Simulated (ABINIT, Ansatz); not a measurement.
# Cs2KYF6 (Fm-3m): G0W0 on several meshes in ABINIT, part 2 of 2

Aim: the GW shift of Cs2KYF6 (Fm-3m) against the k mesh.

ABINIT 10.8.3; PBEsol and many-body steps on it, plane waves. Known limits of the many-body steps: not at the basis limit; no spin-orbit coupling; coarse k mesh.

So far. Step 4 (2×2×2): The gap on the mesh goes from 6.59 eV to 9.69 eV, a correction of +3.10 eV. Step 5 (Empty states on the mesh, 4×4×4 mesh, 193 bands): On this mesh the gap is 6.587 eV.

**7. 4×4×4**

This step: G0W0 on PBEsol, plane waves, norm-conserving pseudopotentials.

The input, run.abi:

```
acell 3*1.0 Angstrom
rprim 
  -0.000000000000 4.722500000000 4.722500000000
  4.722500000000 -0.000000000000 4.722500000000
  4.722500000000 4.722500000000 0.000000000000
ntypat 4
znucl 19 55 39 9
natom 10
typat 1 2 2 3 4 4 4 4 4 4
xred 
  0.500000000000 0.500000000000 0.500000000000
  0.250000000000 0.250000000000 0.250000000000
  0.750000000000 0.750000000000 0.750000000000
  0.000000000000 0.000000000000 0.000000000000
  0.775000000000 0.225000000000 0.225000000000
  0.225000000000 0.775000000000 0.225000000000
  0.225000000000 0.775000000000 0.775000000000
  0.775000000000 0.225000000000 0.775000000000
  0.225000000000 0.225000000000 0.775000000000
  0.775000000000 0.775000000000 0.225000000000
pp_dirpath "pseudos"
pseudos "K.upf, Cs.upf, Y.upf, F.upf"
ecut 36
ngkpt 4 4 4
nshiftk 1
shiftk 0 0 0
kptopt 1
chksymbreak 0
istwfk *1
occopt 1
irdwfk 1
optdriver 4
nband 177
gwcalctyp 0
ecutsigx 36
symsigma 1
nkptgw 1
kptgw 
  0.0000000000 0.0000000000 0.0000000000
bdgw 
  38 43
ecuteps 5.2
irdscr 1
ppmodel 1
indata_prefix "in"
outdata_prefix "out"
tmpdata_prefix "tmp"
```

On the command line:

```
OMP_NUM_THREADS=1 mpirun -n 8 abinit run.abi > log
```

Numbers of over 12 decimals in the logs are rounded to 6 here.

The log of the run:

```text
.Version 10.8.3 of ABINIT. v10.8.2 released Aug 2026.

 Symmetries : space group Fm -3 m (#225); Bravais cF (face-center cubic)
[... echo of the input left out ...]
== DATASET  1 ==================================================================
-   mpi_nproc: 8, omp_nthreads: 1 (-1 if OMP is not activated)

--- !DatasetInfo
iteration_state: {dtset: 1, }
dimensions: {natom: 10, nkpt: 8, mband: 177, nsppol: 1, nspinor: 1, nspden: 1, mpw: 14680, }
cutoff_energies: {ecut:  36.0, pawecutdg:  -1.0, }
electrons: {nelect:   8.00000000E+01, charge:   0.00000000E+00, occopt:   1.00000000E+00, tsmear:   1.00000000E-02, }

 SIGMA: Calculation of the GW corrections

 Based on a program developped by R.W. Godby, V. Olevano, G. Onida, and L. Reining.
 Incorporated in ABINIT by V. Olevano, G.-M. Rignanese, and M. Torrent.
.Using double precision arithmetic ; gwpc =  8

[... cell and pseudopotentials left out ...]
--------------------------------------------------------------------------------

 ==== K-mesh for the wavefunctions ====
 Number of points in the irreducible wedge :     8
[... list of points left out ...]
 Together with 48 symmetry operations and time-reversal symmetry
 yields    64 points in the full Brillouin Zone.

 ==== Q-mesh for screening function ====
 Number of points in the irreducible wedge :     8
[... list of points left out ...]
 Together with 48 symmetry operations and time-reversal symmetry
 yields    64 points in the full Brillouin Zone.

 vcoul_init : cutoff-mode = AUXILIARY_FUNCTION
 q-points for optical limit:   1
     1)      0.000010    0.000020    0.000030
 setmesh: FFT mesh size selected  =    72x   72x   72
          total number of points  =       373248

 Number of electrons calculated from density =   80.0000; Expected =   80.0000
[...]
number of k-points in BZ                           64
 number of q-points in BZ                           64
 number of frequencies for dSigma/dE                 9
 frequency step for dSigma/dE [eV]                0.25
 number of omega for Sigma on real axis              0
 max omega for Sigma on real axis  [eV]           0.00
 zcut for avoiding poles [eV]                     0.10

 EPSILON^-1 parameters (SCR file):
 dimension of the eps^-1 matrix on file            821
 dimension of the eps^-1 matrix used               821
 number of plane-waves for wavefunctions         14649
 number of bands                                   177
 number of q-points in IBZ                           8
 number of frequencies                               2
 number of real frequencies                          1
 number of imag frequencies                          1

 matrix elements of self-energy operator (all in [eV])

 Perturbative Calculation

--- !SelfEnergy_ee
iteration_state: {dtset: 1, }
kpoint     : [   0.000,    0.000,    0.000, ]
spin       : 1
KS_gap     :    6.587
QP_gap     :    9.829
Delta_QP_KS:    3.243
data: !SigmaeeData |
     Band     E0 <VxcDFT>   SigX SigC(E0)      Z dSigC/dE  Sig(E)    E-E0       E
       38  -0.166 -21.942 -29.741   5.408   0.792  -0.262 -23.836  -1.894  -2.060
       39  -0.166 -21.942 -29.741   5.408   0.792  -0.262 -23.836  -1.894  -2.060
       40  -0.166 -21.942 -29.741   5.408   0.792  -0.262 -23.836  -1.894  -2.060
       41   6.420  -8.048  -3.895  -2.639   0.891  -0.122  -6.699   1.349   7.769
       42   7.798  -7.815  -3.574  -2.563   0.889  -0.124  -6.323   1.491   9.290
       43   7.798  -7.815  -3.574  -2.563   0.889  -0.124  -6.323   1.491   9.290

== END DATASET(S) ==============================================================
================================================================================

 -outvars: echo values of variables after computation  --------
           etotal      0.0000000000E+00
            nband         177
             nkpt           8
          spgroup         225
 [... the other variables as echoed above ...]

 Calculation completed.
```

Elapsed: 65 s, on 8 MPI ranks of Intel Xeon 6975P-C (Granite Rapids), shared host; peak memory 7.9 GiB.

Numbers from this step:

* G0W0 gap on the points computed: 9.829 eV
* starting gap on the mesh: 6.587 eV
* k of the valence top: 0, 0, 0
* k of the conduction bottom: 0, 0, 0
* Z at the valence top: 0.792
* Z at the conduction bottom: 0.891
* least direct G0W0 gap on the computed points: 9.829 eV

Against G0W0 in ABINIT (2×2×2 mesh, 177 bands, screening to 141.5 eV, Godby-Needs plasmon pole), the gap moves by +0.141 eV.

**8. The runs together**

Times are wall times on 8 MPI ranks of Intel Xeon 6975P-C (Granite Rapids), shared host, good to a factor of about two. A run's time includes the screening step that it read.

| run | mesh | bands | screening cutoff (eV) | DFT gap (eV) | gap on the mesh (eV) | direct (eV) | ε∞ used | time |
| --- | --- | --- | --- | --- | --- | --- | --- | --- |
| 2×2×2 | 2×2×2 | 177 | 141.5 | 6.587 | 9.688 | 9.688 | 2.12 | 1.7 min |
| 4×4×4 | 4×4×4 | 177 | 141.5 | 6.587 | 9.829 | 9.829 | 2.10 | 12 min |

**9. Outcome**

| Property | Result |
| --- | --- |
| 2×2×2 | 9.688 eV |
| 4×4×4 | 9.829 eV |
| known limits | not at the basis limit; no spin-orbit coupling; coarse k mesh |

4×4×4: +0.141 eV against 2×2×2. Bands and cutoff are finite, so the gap is not at the basis limit. The miss can reach some tenths of an eV and take either sign; the mesh is an error of its own. In the G0W0 runs levels were corrected at 1 k point alone, so a gap called «on the mesh» is the least over those, and an edge elsewhere would be missed. The 2×2×2 mesh is coarse for this cell, which bears on the long-range parts of exchange and screening. The many-body steps are scalar-relativistic: spin-orbit coupling is not in them.

[Paths, hosts, dates, memory and timing lines, banners, echoed tables and standing remarks are left out of the program output.]

[Logs are printed without paths, hosts, clocks, repeated set-up lines and the standing remarks that a program may print on its own settings, such as how far it seeks lower states.]

[Runs of the session that timed out or met a known fault of the program may be left out.]

[Hosts, paths, dates, database ids (printed as entryN), source tags and the programs' standing remarks are cut or masked in the printed files.]

[G0W0 gaps are taken among the corrected bands and points alone; a level outside them can change the order at an edge.]

[Where Ansatz stands beside ABINIT at settings called matched, ABINIT's density can come from a denser mesh and the files from another edition; pairs whose starting gaps differed by over 0.03 eV were left out, so agreement reads better than it is.]
